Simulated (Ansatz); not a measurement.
Planning a run of Ansatz 0.2.0 on MgH2 (Pnnm). The input:

```yaml
crystal:
  lattice:
    - [4.607136, 0.0, 0.0]
    - [0.0, 4.5168, 0.0]
    - [0.0, 0.0, 3.0205]
  atoms:
    - { symbol: Mg, position: [0.0, 0.0, 0.0] }
    - { symbol: Mg, position: [0.5, 0.5, 0.5] }
    - { symbol: H, position: [0.3058165662, 0.3033780988, 0.0] }
    - { symbol: H, position: [0.1941834338, 0.8033780988, 0.5] }
    - { symbol: H, position: [0.6941834338, 0.6966219012, 0.0] }
    - { symbol: H, position: [0.8058165662, 0.1966219012, 0.5] }
kpoints:
  mp_grid: { grid: [4, 4, 4] }
  band_path:
    path:
      - [0.0, 0.0, 0.0]
      - [0.0, 0.5, 0.0]
      - [0.5, 0.5, 0.0]
      - [0.0, 0.0, 0.5]
      - [0.0, 0.5, 0.5]
      - [0.5, 0.5, 0.5]
      - [0.1666666667, 0.1666666667, 0.125]
      - [0.4, 0.4, 0.5]
      - [0.35, 0.35, 0.5]
    npoints: 1
hamiltonian:
  xc: hse06
  pseudopotentials: { kind: paw, azcp: { folder: soft_1 } }
scf:
  occupations: { method: fixed }
  n_extra_bands: 6
output:
  eigenvalues: true
  write_density: true
  write_potential: true
  elf: true
  volumetric_format: npy
```

```sh
ansatz run input.yaml --threads 2 --pin off --max-ram 92160MiB --backend cuda --events-out ev --progress --plain --runs-dir out --devices 1 --max-vram 13GiB
```

Q: Estimate wall time and host memory on 1 × NVIDIA H100 80GB HBM3 (shared by 6 runs) with 2 threads of AMD EPYC 7R13 (Zen 3), shared host.

It took 24 s; on shared hardware allow 12 s to 49 s. Peak host memory was 1.3 GiB. The sizes that set the cost: 1211 plane waves a state, 27 irreducible k points and 11 SCF cycles.

Exact exchange couples every pair of k points and filled bands, so it costs far more than a semilocal run.

[Paths, hosts, dates, memory and timing lines, banners, echoed tables and standing remarks are left out of the program output.]

[Logs are printed without paths, hosts, clocks, repeated set-up lines and the standing remarks that a program may print on its own settings, such as how far it seeks lower states.]

[Runs of the session that timed out or met a known fault of the program may be left out.]

[Cells called generated may have been cut or substituted from an entry of the Crystallography Open Database or the Materials Project.]

[Hosts, paths, dates, database ids (printed as entryN), source tags and the programs' standing remarks are cut or masked in the printed files.]
